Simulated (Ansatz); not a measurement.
# ThTi2O6 (C2/m): the host for defect calculations, part 3 of 3

Aim: the runs on the perfect crystal ThTi2O6 (C2/m) that a defect calculation needs first.

Ansatz 0.2.0; plane-wave PAW DFT, PBEsol; single point of the host's primitive cell on a dense mesh (the session's first sound run).

So far: Set-up; Primitive cell on a dense mesh; Self-consistent run; Defect free supercell relaxed from its symmetric sites.

**5. Defect free supercell relaxed from displaced atoms**

This step: plane-wave PAW DFT, PBEsol; relaxation of the defect-free supercell from random displacements, a test of the host's stability (Ansatz 0.2.0).

File pristine.rattled/input.yaml:

```yaml
crystal:
  lattice:
    - [-3.4569577434, 3.8088811745, 6.1023713291]
    - [6.3953644916, 0.0, 6.0655011847]
    - [9.852322235, 3.8088811745, -0.0368701444]
  atoms:
    - { symbol: Th, position: [0.0, 0.0, 0.0] }
    - { symbol: Th, position: [0.0, 0.0, 0.5] }
    - { symbol: Th, position: [0.5, 0.5, 0.0] }
    - { symbol: Th, position: [0.5, 0.5, 0.5] }
    - { symbol: Ti, position: [0.2149224271, 0.3917232648, 0.2850775729] }
    - { symbol: Ti, position: [0.2149224271, 0.3917232648, 0.7850775729] }
    - { symbol: Ti, position: [0.7149224271, 0.8917232648, 0.2850775729] }
    - { symbol: Ti, position: [0.7149224271, 0.8917232648, 0.7850775729] }
    - { symbol: Ti, position: [0.2850775729, 0.1082767352, 0.2149224271] }
    - { symbol: Ti, position: [0.2850775729, 0.1082767352, 0.7149224271] }
    - { symbol: Ti, position: [0.7850775729, 0.6082767352, 0.2149224271] }
    - { symbol: Ti, position: [0.7850775729, 0.6082767352, 0.7149224271] }
    - { symbol: O, position: [0.4368966243, 0.1607859245, 0.0631033757] }
    - { symbol: O, position: [0.4368966243, 0.1607859245, 0.5631033757] }
    - { symbol: O, position: [0.9368966243, 0.6607859245, 0.0631033757] }
    - { symbol: O, position: [0.9368966243, 0.6607859245, 0.5631033757] }
    - { symbol: O, position: [0.0631033757, 0.3392140755, 0.4368966243] }
    - { symbol: O, position: [0.0631033757, 0.3392140755, 0.9368966243] }
    - { symbol: O, position: [0.5631033757, 0.8392140755, 0.4368966243] }
    - { symbol: O, position: [0.5631033757, 0.8392140755, 0.9368966243] }
    - { symbol: O, position: [0.2743470739, 0.6194350092, 0.2256529261] }
    - { symbol: O, position: [0.2743470739, 0.6194350092, 0.7256529261] }
    - { symbol: O, position: [0.7743470739, 0.1194350092, 0.2256529261] }
    - { symbol: O, position: [0.7743470739, 0.1194350092, 0.7256529261] }
    - { symbol: O, position: [0.1678648257, 0.143090055, 0.3321351743] }
    - { symbol: O, position: [0.1678648257, 0.143090055, 0.8321351743] }
    - { symbol: O, position: [0.6678648257, 0.643090055, 0.3321351743] }
    - { symbol: O, position: [0.6678648257, 0.643090055, 0.8321351743] }
    - { symbol: O, position: [0.3321351743, 0.356909945, 0.1678648257] }
    - { symbol: O, position: [0.3321351743, 0.356909945, 0.6678648257] }
    - { symbol: O, position: [0.8321351743, 0.856909945, 0.1678648257] }
    - { symbol: O, position: [0.8321351743, 0.856909945, 0.6678648257] }
    - { symbol: O, position: [0.2256529261, 0.8805649908, 0.2743470739] }
    - { symbol: O, position: [0.2256529261, 0.8805649908, 0.7743470739] }
    - { symbol: O, position: [0.7256529261, 0.3805649908, 0.2743470739] }
    - { symbol: O, position: [0.7256529261, 0.3805649908, 0.7743470739] }
basis:
  ecutwfc: 420
  xc_grid: 2
hamiltonian:
  xc: pbesol
kpoints:
  mp_grid: { grid: [1, 1, 1] }
scf:
  occupations: { method: fermi_dirac, width: 0.01 }
  max_iter: 80
output:
  forces: true
relax:
  f_tol: 0.01
  max_steps: 120
  random_displacement: { amplitude: 0.08, seed: 6347 }
checkpoint:
  write: "../pristine.rattled.run"
  compress: false
  write_wavefunctions: false
  write_every: 100000
```

Command:

```
> ansatz run input.yaml --threads 4 --pin off --max-ram 7536MiB --backend cpu --events-out ev --progress --plain --runs-dir out
```

Numbers of over 12 decimals in the logs are rounded to 6 here.

Log:

```text
[...]
Crystal: 36 atoms, lattice volume = 457.028 Å³
Basis set: ecut = 420 eV, 8965 PW (Γ), exchange–correlation on 108×120×144 points (8 copies of the dense FFT grid, shifted against one another)
Bands: 180, of which v1, the nominal top of the filled ones, is band 144 counted from 1 (143 counted from 0)
Symmetry: 1 space group operations
k-points: 1
[...]
SCF iter   1: F=—  HF=-85535.835898 eV  |F-HF|=—  |Δ(HF+E_count)|=         —  Δρ=1.77e-2  dr2=1.20e0  ethr=1.77e-3  ⟨swp⟩=5.0  Hψ=662  notcnv=0  defer=17
[...]
SCF iter   9: F=-85535.584948 eV  HF=-85535.584949 eV  |F-HF|=2.02e-7  |Δ(HF+E_count)|=   1.64e-6  Δρ=1.32e-5  dr2=1.01e-6  ethr=8.68e-10  ⟨swp⟩=4.0  Hψ=540  notcnv=0
SCF 1 converged in 9 iterations: F = -85535.584948 eV  dr2 = 1.01e-6
[...]
relax step   1: F+E_penalty+E_count = -85535.58494842 eV  Δ(F+E_penalty+E_count) = +0.000e0 eV  max|allowed force component| = 2.094e0 eV/Å  Δτ_max = 0.0000 Å  (9 SCF iters, dr2 threshold 2.50e-6 eV, accepted)
[...]
relax step   2: F+E_penalty+E_count = -85536.55102516 eV  Δ(F+E_penalty+E_count) = -9.661e-1 eV  max|allowed force component| = 2.419e0 eV/Å  Δτ_max = 0.1601 Å  (7 SCF iters, dr2 threshold 1.00e-4 eV, accepted)
relax step   3: F+E_penalty+E_count = -85537.07410214 eV  Δ(F+E_penalty+E_count) = -5.231e-1 eV  max|allowed force component| = 5.754e-1 eV/Å  Δτ_max = 0.1050 Å  (7 SCF iters, dr2 threshold 1.00e-4 eV, accepted)
relax step   4: F+E_penalty+E_count = -85537.16192747 eV  Δ(F+E_penalty+E_count) = -8.783e-2 eV  max|allowed force component| = 5.767e-2 eV/Å  Δτ_max = 0.0820 Å  (7 SCF iters, dr2 threshold 2.07e-5 eV, accepted)
relax step   5: F+E_penalty+E_count = -85537.16337004 eV  Δ(F+E_penalty+E_count) = -1.443e-3 eV  max|allowed force component| = 5.601e-3 eV/Å  Δτ_max = 0.0107 Å  (7 SCF iters, dr2 threshold 2.08e-7 eV, accepted)
iter 1 solved again at ethr=2.73e-11 eV; its pass at ethr=3.10e-3 eV (dr2=7.85e-8 eV) is discarded
[...]
SCF iter   2: F=-85537.163370 eV  HF=-85537.163370 eV  |F-HF|=1.98e-8  |Δ(HF+E_count)|=   5.67e-5  Δρ=2.06e-6  dr2=3.61e-8  ethr=2.72e-11  ⟨swp⟩=4.0  Hψ=538  notcnv=0
SCF 6 converged in 2 iterations: F = -85537.163370 eV  dr2 = 3.61e-8
relax step   6: F+E_penalty+E_count = -85537.16337006 eV  Δ(F+E_penalty+E_count) = -1.848e-8 eV  max|allowed force component| = 5.614e-3 eV/Å  Δτ_max = 0.0000 Å  (2 SCF iters, accepted)
SCF converged after 2 iterations
Free energy (F): -85537.163370 eV
[...]
Internal energy: -85537.163370 eV  (E = F + TS)
E sigma→0 (E₀):  -85537.163370 eV
Fermi energy:    10.134426 eV
[...]
--- Forces (eV/Å), atoms counted from 1 ---
  atom   1  Th    -0.00011801     0.00140563    -0.00007574
  atom   2  Th     0.00031515     0.00011460     0.00028164
  atom   3  Th     0.00016392     0.00022995    -0.00059747
  atom   4  Th     0.00038170     0.00003276    -0.00066725
  atom   5  Ti     0.00279362    -0.00003369    -0.00161232
  atom   6  Ti     0.00190609     0.00020922    -0.00386928
  atom   7  Ti     0.00312418     0.00052442    -0.00220159
  atom   8  Ti     0.00492761     0.00008226    -0.00181123
  atom   9  Ti    -0.00515359     0.00138424     0.00318694
  atom  10  Ti    -0.00238743    -0.00007660     0.00298141
  atom  11  Ti    -0.00315905    -0.00081811     0.00302130
  atom  12  Ti    -0.00204254     0.00012784     0.00299577
  atom  13  O     -0.00066111     0.00049457     0.00146769
  atom  14  O     -0.00199221     0.00009771     0.00164073
  atom  15  O     -0.00096444     0.00083906     0.00170841
  atom  16  O     -0.00277074    -0.00033409     0.00125390
  atom  17  O      0.00154633    -0.00106526    -0.00182227
  atom  18  O      0.00181355     0.00000228    -0.00188604
  atom  19  O      0.00334484    -0.00108994    -0.00085457
  atom  20  O      0.00165505     0.00035707    -0.00144537
  atom  21  O      0.00424172    -0.00057576     0.00172186
  atom  22  O      0.00559928    -0.00036350     0.00369729
  atom  23  O      0.00524891    -0.00005802     0.00239809
  atom  24  O      0.00413147    -0.00010902     0.00232357
  atom  25  O     -0.00054011     0.00008459    -0.00288589
  atom  26  O      0.00013907     0.00018142    -0.00334635
  atom  27  O     -0.00151332    -0.00057379    -0.00349252
  atom  28  O     -0.00098083    -0.00035360    -0.00335443
  atom  29  O      0.00128699    -0.00073521     0.00251599
  atom  30  O     -0.00057346     0.00048864     0.00316211
  atom  31  O      0.00068196     0.00025330     0.00303879
  atom  32  O     -0.00107268    -0.00040044     0.00189269
  atom  33  O     -0.00526946     0.00035926    -0.00101759
  atom  34  O     -0.00561364    -0.00022684    -0.00261226
  atom  35  O     -0.00352268     0.00019747    -0.00336169
  atom  36  O     -0.00496155    -0.00065861    -0.00238121
  max |Σ_I F_I| component: 6.89e-6 eV/Å
--- Relaxed structure (6 steps of the walk, 6 accepted, 0 SCFs on fresh bases) ---
  F+E_penalty+E_count = -85537.16337006 eV   max|allowed force component| = 5.614e-3 eV/Å
  atoms:
    - { symbol: Th, position: [-0.000543, -0.000669, -0.000666] }
    - { symbol: Th, position: [-0.000522, -0.000720, 0.499342] }
    - { symbol: Th, position: [0.499487, 0.499365, -0.000662] }
    - { symbol: Th, position: [0.499462, 0.499392, 0.499351] }
    - { symbol: Ti, position: [0.215155, 0.392105, 0.283771] }
    - { symbol: Ti, position: [0.215060, 0.392176, 0.783696] }
    - { symbol: Ti, position: [0.715017, 0.892188, 0.283666] }
    - { symbol: Ti, position: [0.715111, 0.892118, 0.783750] }
    - { symbol: Ti, position: [0.283768, 0.106587, 0.214917] }
    - { symbol: Ti, position: [0.283886, 0.106485, 0.715006] }
    - { symbol: Ti, position: [0.783937, 0.606464, 0.215027] }
    - { symbol: Ti, position: [0.783824, 0.606576, 0.714917] }
    - { symbol: O, position: [0.436801, 0.163416, 0.061986] }
    - { symbol: O, position: [0.436826, 0.163434, 0.562013] }
    - { symbol: O, position: [0.936855, 0.663459, 0.061989] }
    - { symbol: O, position: [0.936810, 0.663529, 0.561985] }
    - { symbol: O, position: [0.062163, 0.335226, 0.436707] }
    - { symbol: O, position: [0.062115, 0.335252, 0.936689] }
    - { symbol: O, position: [0.562095, 0.835142, 0.436697] }
    - { symbol: O, position: [0.562121, 0.835185, 0.936719] }
    - { symbol: O, position: [0.275402, 0.619366, 0.223477] }
    - { symbol: O, position: [0.275412, 0.619328, 0.723475] }
    - { symbol: O, position: [0.775335, 0.119372, 0.223425] }
    - { symbol: O, position: [0.775307, 0.119407, 0.723462] }
    - { symbol: O, position: [0.167165, 0.143595, 0.331526] }
    - { symbol: O, position: [0.167225, 0.143520, 0.831585] }
    - { symbol: O, position: [0.667367, 0.643366, 0.331719] }
    - { symbol: O, position: [0.667210, 0.643568, 0.831547] }
    - { symbol: O, position: [0.331851, 0.355024, 0.167225] }
    - { symbol: O, position: [0.331658, 0.355210, 0.667060] }
    - { symbol: O, position: [0.831622, 0.855236, 0.167016] }
    - { symbol: O, position: [0.831730, 0.855183, 0.667116] }
    - { symbol: O, position: [0.223494, 0.879330, 0.275245] }
    - { symbol: O, position: [0.223554, 0.879311, 0.775228] }
    - { symbol: O, position: [0.723660, 0.379281, 0.275214] }
    - { symbol: O, position: [0.723606, 0.379290, 0.775283] }
```

Run time: 12 s. Hardware: 4 threads of Arm Neoverse V1, shared host; peak memory 0.69 GiB.

Step by step:

```
step  energy less that of the first step (eV)  largest force component (eV/Å)
   1                                   0.0000                          2.0941
   2                                  -0.9661                          2.4191
   3                                  -1.4892                          0.5754
   4                                  -1.5770                          0.0577
   5                                  -1.5784                          0.0056
   6                                  -1.5784                          0.0056
```

The atoms that moved most (Å, from the sites as typed, ahead of the random displacement, the mean shift of all atoms taken out):

```
atom      dx     dy      dz  length
 O19  -0.016  0.000  -0.024   0.028
 O16   0.016  0.000   0.023   0.028
 O20  -0.015  0.000  -0.023   0.028
 O15   0.015  0.000   0.023   0.028
 O14   0.015  0.000   0.023   0.028
 O18  -0.015  0.000  -0.023   0.027
 O17  -0.015  0.000  -0.023   0.027
 O13   0.015  0.000   0.023   0.027
```

Final coordinates:

```
Th Ti O
1.0
    -3.45696    3.80888    6.10237
     6.39536    0.00000    6.06550
     9.85232    3.80888   -0.03687
Th Ti O
4 8 24
Cartesian
  -0.0090 -0.0046 -0.0074
  4.9169 1.8999 -0.0260
  1.4604 1.9000 6.0770
  6.3869 3.8044 6.0586
  4.5597 1.9004 3.6808
  9.4859 3.8041 3.6622
  6.0288 3.8039 9.7644
  10.9551 5.7090 9.7461
  1.8181 1.8994 2.3702
  6.7441 3.8047 2.3519
  3.2870 3.8049 8.4545
  8.2132 5.7085 8.4360
  0.1458 1.8998 3.6544
  5.0723 3.8045 3.6363
  1.6151 3.8045 9.7390
  6.5419 5.7087 9.7207
  6.2316 1.9001 2.3966
  11.1579 3.8043 2.3780
  7.7004 3.8043 8.4796
  12.6269 5.7089 8.4616
  5.2108 1.9002 5.4291
  10.1367 3.8046 5.4105
  0.2844 3.8042 5.4472
  5.2112 5.7086 5.4288
  3.6068 1.8995 1.8789
  8.5328 3.8044 1.8603
  5.0757 3.8054 7.9626
  10.0020 5.7086 7.9445
  2.7709 1.9009 4.1723
  7.6973 3.8040 4.1538
  4.2402 3.8037 10.2561
  9.1666 5.7089 10.2380
  7.5628 1.8996 6.6873
  12.4885 3.8042 6.6691
  2.6355 3.8046 6.7064
  7.5626 5.7091 6.6877
```

The relaxation ends 44 meV an atom lower than the displaced start, with a largest force component of 0.0056 eV/Å.

**6. Outcome**

| Property | Result |
| --- | --- |
| supercell relaxed in its symmetry less the displaced and relaxed one | 0.000 eV |
| energy an atom at the zone centre alone less that on the dense mesh | -0.003 eV |

Step 4: From the first step to the last the energy fell by 0.023 eV, and the largest move was 0.028 Å (O20 and 7 other atoms alike). Step 5: The energy fell by 1.578 eV from the randomly displaced start; against the sites as typed, O19 ends farthest off, by 0.03 Å, once the mean shift is taken out. The displaced cell ends within 0.01 eV of the symmetric one relaxed in its symmetry, so no lower structure shows in this supercell. All at zero temperature.

[Logs are printed without paths, hosts, clocks, repeated set-up lines and the standing remarks that a program may print on its own settings, such as how far it seeks lower states.]

[Hosts, paths, dates, database ids (printed as entryN), source tags and the programs' standing remarks are cut or masked in the printed files.]

[Runs of the host that timed out are not shown.]

[For some hosts the program warned that the k-mesh of the response run may be too coarse for force constants and the static dielectric constant; such warnings are not always shown.]
